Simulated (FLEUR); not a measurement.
# Magnetic state of 2 ML Co on Os(0001), hcp site, 3 substrate layers from several starts, part 2 of 3

Wanted: the moments of 2 ML Co on Os(0001), hcp site, 3 substrate layers and the energy of each order that was tried.

FLEUR MaX-R8.1; PBEsol; all-electron FLAPW film, Dirac cores, scalar-relativistic bands.

So far. Step 2 (Run 1 (ferro ++)): After 60 cycles the largest moment stands at 1.92 μB.

## (4) Run 3 (no spin polarisation)

Without spin polarisation no moment can form, so the difference from the other runs is what forming moments gains.

Input file inp.xml:

```
<?xml version="1.0" encoding="UTF-8" standalone="no"?>
<fleurInput fleurInputVersion="0.39">
   <comment>
      Co2Os3
   </comment>
   <calculationSetup>
      <cutoffs Kmax="3.66" Gmax="11.0" GmaxXC="11.0" numbands="0"/>
      <scfLoop itmax="120" minDistance="0.00002" maxIterBroyd="15" imix="Anderson" alpha="0.03" precondParam="0.0" spinf="2.0" sdNocoIR="T"/>
      <coreElectrons ctail="T" frcor="F" kcrel="0" coretail_lmax="0"/>
      <xcFunctional name="PBEs" relativisticCorrections="F"/>
      <magnetism jspins="1"/>
      <soc l_soc="F" theta="0.0" phi="0.0" spav="F"/>
      <expertModes spex="0" secvar="F"/>
      <geometryOptimization l_f="F" forcealpha="1.0" forcemix="BFGS" epsdisp="0.00001" epsforce="0.00001"/>
      <ldaU l_linMix="F" mixParam="0.05" spinf="1.0"/>
   </calculationSetup>
   <cell>
      <bzIntegration valenceElectrons="76.0" mode="hist" fermiSmearingEnergy="0.00183747">
         <kPointListSelection listName="default-1"/>
         <xi:include xmlns:xi="http://www.w3.org/2001/XInclude" href="kpts.xml"> </xi:include>
      </bzIntegration>
      <xi:include xmlns:xi="http://www.w3.org/2001/XInclude" href="sym.xml"> </xi:include>
      <filmLattice scale="1.0" dVac="21.47" dTilda="23.97">
         <bravaisMatrixFilm>
            <row-1>    5.1667001356448914     0.0000000143052268</row-1>
            <row-2>   -2.5833500802096001     4.4744935640505812</row-2>
         </bravaisMatrixFilm>
         <vacuumEnergyParameters vacuum="1" spinUp="-.25" spinDown="-.25"/>
         <vacuumEnergyParameters vacuum="2" spinUp="-.25" spinDown="-.25"/>
      </filmLattice>
   </cell>
   <atomSpecies>
      <species name="Osmium (Os)" element="Os" atomicNumber="76">
         <mtSphere radius="2.45" gridPoints="811" logIncrement="0.016"/>
         <atomicCutoffs lmax="10" lnonsphr="8"/>
         <electronConfig flipSpins="F">
            <coreConfig>(1s1/2) (2s1/2) (2p1/2) (2p3/2) (3s1/2) (3p1/2) (3p3/2) (4s1/2) (3d3/2) (3d5/2) (4p1/2) (4p3/2) (5s1/2) (4d3/2) (4d5/2) (4f5/2) (4f7/2)</coreConfig>
            <valenceConfig>(5p1/2) (5p3/2) (6s1/2) (5d3/2) (5d5/2)</valenceConfig>
            <stateOccupation state="(5d3/2)" spinUp="1.200000" spinDown="1.200000"/>
            <stateOccupation state="(5d5/2)" spinUp="1.800000" spinDown="1.800000"/>
         </electronConfig>
         <energyParameters s="6" p="6" d="5" f="5"/>
         <lo type="SCLO" l="1" n="5" eDeriv="0"/>
      </species>
      <species name="Cobalt (Co)" element="Co" atomicNumber="27">
         <mtSphere radius="2.24" gridPoints="741" logIncrement="0.016"/>
         <atomicCutoffs lmax="8" lnonsphr="6"/>
         <electronConfig flipSpins="F">
            <coreConfig>(1s1/2) (2s1/2) (2p1/2) (2p3/2)</coreConfig>
            <valenceConfig>(3s1/2) (3p1/2) (3p3/2) (4s1/2) (3d3/2) (3d5/2)</valenceConfig>
            <stateOccupation state="(3d3/2)" spinUp="1.400000" spinDown="1.400000"/>
            <stateOccupation state="(3d5/2)" spinUp="2.100000" spinDown="2.100000"/>
         </electronConfig>
         <energyParameters s="4" p="4" d="3" f="4"/>
         <lo type="SCLO" l="0" n="3" eDeriv="0"/>
         <lo type="SCLO" l="1" n="3" eDeriv="0"/>
      </species>
   </atomSpecies>
   <atomGroups>
      <atomGroup species="Osmium (Os)">
         <filmPos label="                   1">.0000000000 .0000000000 -7.8855605229</filmPos>
         <force calculate="T" relaxXYZ="TTT"/>
      </atomGroup>
      <atomGroup species="Osmium (Os)">
         <filmPos label="                   2">-1.000/3.000 1.000/3.000 -3.8040003756</filmPos>
         <force calculate="T" relaxXYZ="TTT"/>
      </atomGroup>
      <atomGroup species="Osmium (Os)">
         <filmPos label="                   3">.0000000000 .0000000000 .2775175444</filmPos>
         <force calculate="T" relaxXYZ="TTT"/>
      </atomGroup>
      <atomGroup species="Cobalt (Co)">
         <filmPos label="                   4">-1.000/3.000 1.000/3.000 4.2220924643</filmPos>
         <force calculate="T" relaxXYZ="TTT"/>
      </atomGroup>
      <atomGroup species="Cobalt (Co)">
         <filmPos label="                   5">.0000000000 .0000000000 7.8855605229</filmPos>
         <force calculate="T" relaxXYZ="TTT"/>
      </atomGroup>
   </atomGroups>
   <output dos="F" band="F" slice="F">
      <bandDOS minEnergy="-.5*Htr" maxEnergy="0.5*Htr" sigma="0.015" storeEVData="T"/>
      <plotting iplot="0" polar="F">
         <plot TwoD="T" vec1="  1.0  0.0  0.0" vec2="  0.0  1.0  0.0" vec3="  0.0  0.0  1.0" zero="  0.0  0.0 -0.5" file="plot"/>
      </plotting>
      <moessbauerParams electricFieldGradient="F" isomerShift="F" coreHyperfine="F" valenceHyperfine="F"/>
   </output>
</fleurInput>
```

Input file crystal.txt:

```
Co2Os3
&input film=T cartesian=F /
2.73409996739  0.00000000757  0.00000000000
-1.36704999025  2.36780002446  0.00000000000
0.00000000000  0.00000000000  1.00000000000
1.8897261246
1.0 1.0 1.0

5
76 0.00000000000  0.00000000000  -7.88556052292
76 0.66666666667  0.33333333333  -3.80400037563
76 0.00000000000  0.00000000000  0.27751754439
27 0.66666666667  0.33333333333  4.22209246434
27 0.00000000000  0.00000000000  7.88556052292

&kpt div1=12 div2=12 div3=1 gamma=T /
```

The run is started by

```console
> OMP_NUM_THREADS=1 inpgen -f crystal.txt > inpgen.log  # inp.xml is then edited as shown
> OMP_NUM_THREADS=1 mpirun -n 4 fleur_MPI > fleur.log
```

Log:

```text
[banner, memory and clock lines left out]
Welcome to FLEUR        (www.flapw.de)
      MaX-Release 8.1          (www.max-centre.eu)

 ========== k-point set info ==========
 Selected k-point list: default-1
 k-point list type: mesh
 0 x 0 x 0
 Number of k points: 20

 [... set-up left out ...]
 Iteration:     1   Distance:      40.26935854 me/bohr^3
 Iteration:     2   Distance:      48.72471189 me/bohr^3
 Iteration:     3   Distance:      55.13256651 me/bohr^3
 Iteration:     4   Distance:      37.77635975 me/bohr^3
 Iteration:     5   Distance:      36.81755370 me/bohr^3
[...]
<FermiEnergy value="-0.1855224817" units="Htr"/>
         [... left out ...]
         <totalEnergy value="   -54615.5230272437" units="Htr">
            <sumOfEigenvalues value="   -33551.2479538422">
               <coreElectrons value="-33463.1182788782"/>
               <valenceElectrons value="-88.1296749640"/>
            </sumOfEigenvalues>
         [... left out ...]
            <freeEnergy value="-54615.5267759637"/>
            <extrapolationTo0K value="-54615.5249016037"/>
         </totalEnergy>
         <densityConvergence units="me/bohr^3">
            <chargeDensity spin="1" distance="0.0000085392"/>
         </densityConvergence>
      </iteration>
```

It took 1.9 min on 4 MPI ranks of Arm Neoverse V1, shared host; peak memory 0.39 GiB.

Numbers from this step:

| Item | Value |
| --- | --- |
| free energy | -1486164.1941 eV |
| program's band gap on this mesh (in a metal only a level spacing) | 7.73e-4 eV |
| final state | non-magnetic (no spin polarisation) |

It lies 340 meV a seeded atom over the first start.

## (5) An attempt with other settings

A slip in the input shows what the program catches and what it lets pass.

Input file inp.xml:

```
<?xml version="1.0" encoding="UTF-8" standalone="no"?>
<fleurInput fleurInputVersion="0.39">
   <comment>
      Co2Os3
   </comment>
   <calculationSetup>
      <cutoffs Kmax="3.66" Gmax="11.0" GmaxXC="11.0" numbands="0"/>
      <scfLoop itmax="100" minDistance="0.00002" maxIterBroyd="15" imix="Anderson" alpha="0.03" precondParam="0.0" spinf="2.0" sdNocoIR="T"/>
      <coreElectrons ctail="T" frcor="F" kcrel="0" coretail_lmax="0"/>
      <xcFunctional name="PBEs" relativisticCorrections="F"/>
      <magnetism jspins="2"/>
      <soc l_soc="T" theta="0.37" phi="0.11" spav="F"/>
      <expertModes spex="0" secvar="F"/>
      <geometryOptimization l_f="F" forcealpha="1.0" forcemix="BFGS" epsdisp="0.00001" epsforce="0.00001"/>
      <ldaU l_linMix="F" mixParam="0.05" spinf="1.0"/>
   </calculationSetup>
   <cell>
      <bzIntegration valenceElectrons="76.0" mode="hist" fermiSmearingEnergy="0.00183747">
         <kPointListSelection listName="default-1"/>
         <xi:include xmlns:xi="http://www.w3.org/2001/XInclude" href="kpts.xml"> </xi:include>
      </bzIntegration>
      <xi:include xmlns:xi="http://www.w3.org/2001/XInclude" href="sym.xml"> </xi:include>
      <filmLattice scale="1.0" dVac="21.47" dTilda="23.97">
         <bravaisMatrixFilm>
            <row-1>    5.1667001356448914     0.0000000143052268</row-1>
            <row-2>   -2.5833500802096001     4.4744935640505812</row-2>
         </bravaisMatrixFilm>
         <vacuumEnergyParameters vacuum="1" spinUp="-.25" spinDown="-.25"/>
         <vacuumEnergyParameters vacuum="2" spinUp="-.25" spinDown="-.25"/>
      </filmLattice>
   </cell>
   <atomSpecies>
      <species name="Osmium (Os)" element="Os" atomicNumber="76">
         <mtSphere radius="2.45" gridPoints="811" logIncrement="0.016"/>
         <atomicCutoffs lmax="10" lnonsphr="8"/>
         <electronConfig flipSpins="F">
            <coreConfig>(1s1/2) (2s1/2) (2p1/2) (2p3/2) (3s1/2) (3p1/2) (3p3/2) (4s1/2) (3d3/2) (3d5/2) (4p1/2) (4p3/2) (5s1/2) (4d3/2) (4d5/2) (4f5/2) (4f7/2)</coreConfig>
            <valenceConfig>(5p1/2) (5p3/2) (6s1/2) (5d3/2) (5d5/2)</valenceConfig>
            <stateOccupation state="(5d3/2)" spinUp="1.200000" spinDown="1.200000"/>
            <stateOccupation state="(5d5/2)" spinUp="1.800000" spinDown="1.800000"/>
         </electronConfig>
         <energyParameters s="6" p="6" d="5" f="5"/>
         <lo type="SCLO" l="1" n="5" eDeriv="0"/>
      </species>
      <species name="Cobalt (Co2.000" element="Co" atomicNumber="27">
         <mtSphere radius="2.24" gridPoints="741" logIncrement="0.016"/>
         <atomicCutoffs lmax="8" lnonsphr="6"/>
         <electronConfig flipSpins="F">
            <coreConfig>(1s1/2) (2s1/2) (2p1/2) (2p3/2)</coreConfig>
            <valenceConfig>(3s1/2) (3p1/2) (3p3/2) (4s1/2) (3d3/2) (3d5/2)</valenceConfig>
            <stateOccupation state="(3d3/2)" spinUp="1.5" spinDown="1.3"/>
            <stateOccupation state="(3d5/2)" spinUp="3.0" spinDown="1.2"/>
         </electronConfig>
         <energyParameters s="4" p="4" d="3" f="4"/>
         <lo type="SCLO" l="0" n="3" eDeriv="0"/>
         <lo type="SCLO" l="1" n="3" eDeriv="0"/>
      </species>
   </atomSpecies>
   <atomGroups>
      <atomGroup species="Osmium (Os)">
         <filmPos label="                   1">.0000000000 .0000000000 -7.8855605229</filmPos>
         <force calculate="T" relaxXYZ="TTT"/>
      </atomGroup>
      <atomGroup species="Osmium (Os)">
         <filmPos label="                   2">-1.000/3.000 1.000/3.000 -3.8040003756</filmPos>
         <force calculate="T" relaxXYZ="TTT"/>
      </atomGroup>
      <atomGroup species="Osmium (Os)">
         <filmPos label="                   3">.0000000000 .0000000000 .2775175444</filmPos>
         <force calculate="T" relaxXYZ="TTT"/>
      </atomGroup>
      <atomGroup species="Cobalt (Co2.000">
         <filmPos label="                   4">-1.000/3.000 1.000/3.000 4.2220924643</filmPos>
         <force calculate="T" relaxXYZ="TTT"/>
      </atomGroup>
      <atomGroup species="Cobalt (Co2.000">
         <filmPos label="                   5">.0000000000 .0000000000 7.8855605229</filmPos>
         <force calculate="T" relaxXYZ="TTT"/>
      </atomGroup>
   </atomGroups>
   <output dos="F" band="F" slice="F">
      <bandDOS minEnergy="-.5*Htr" maxEnergy="0.5*Htr" sigma="0.015" storeEVData="T"/>
      <plotting iplot="0" polar="F">
         <plot TwoD="T" vec1="  1.0  0.0  0.0" vec2="  0.0  1.0  0.0" vec3="  0.0  0.0  1.0" zero="  0.0  0.0 -0.5" file="plot"/>
      </plotting>
      <moessbauerParams electricFieldGradient="F" isomerShift="F" coreHyperfine="F" valenceHyperfine="F"/>
   </output>
</fleurInput>
```

Input file crystal.txt:

```
Co2Os3
&input film=T cartesian=F /
2.73409996739  0.00000000757  0.00000000000
-1.36704999025  2.36780002446  0.00000000000
0.00000000000  0.00000000000  1.00000000000
1.8897261246
1.0 1.0 1.0

5
76 0.00000000000  0.00000000000  -7.88556052292
76 0.66666666667  0.33333333333  -3.80400037563
76 0.00000000000  0.00000000000  0.27751754439
27 0.66666666667  0.33333333333  4.22209246434 : 2.000
27 0.00000000000  0.00000000000  7.88556052292 : 2.000

&kpt div1=12 div2=12 div3=1 gamma=T /
```

Log:

```text
Welcome to FLEUR        (www.flapw.de)
      MaX-Release 8.1          (www.max-centre.eu)
************FLEUR-Warning*****************
Error message: Symmetry operations incompatible with spin quantization axis are present.
Error occurred in subroutine: check_input_switches
Hint: Recreate the input with inpgen while l_soc=T is set, so that the symmetry is reduced accordingly, or use the '-nosym' command line option of inpgen.
Error from PE:0/4
*****************************************
Warnings not ignored. To make the warning nonfatal create a file 'JUDFT_WARN_ONLY' in the working directory or start FLEUR with the -warn_only command line option.
Memory (rank 0): 0.033 GB (peak 0.023 GB)
```

Run time: 2.5 s. Hardware: 4 MPI ranks; peak memory 0.16 GiB.

The run ended with an error.

The program's message: “Symmetry operations incompatible with spin quantization axis are present.”

The fault in the input: spin-orbit coupling along an axis that the symmetry forbids.

The symmetry operations must keep the spin axis; inpgen finds them when the axis is given by &soc.

## (6) Energies of the orders

Free energies are divided by the number of seeded atoms.

Orders:

```tsv
start	final state	typed order kept	energy over the lowest (meV a seeded atom)	largest sphere moment (μB)	net moment (μB a primitive cell)	mesh matched	CPU time (s)
ferro ++	ferromagnetic	yes	0	1.916	3.407	yes	886
no spin polarisation	non-magnetic	-	339.8	0	0	yes	453.4
```

(Continued in part 3 of 3.)

[Logs and program files are shortened in this print: banners, set-up blocks, solver, clock and traceback lines can be left out without a mark of their own.]

[Logs are printed without paths, hosts, clocks, repeated set-up lines and the standing remarks that a program may print on its own settings, such as how far it seeks lower states.]

[Hosts, paths, dates, database ids (printed as entryN), source tags and the programs' standing remarks are cut or masked in the printed files.]

[Where a cell is said to come from a database of computed structures, the database is the Materials Project.]
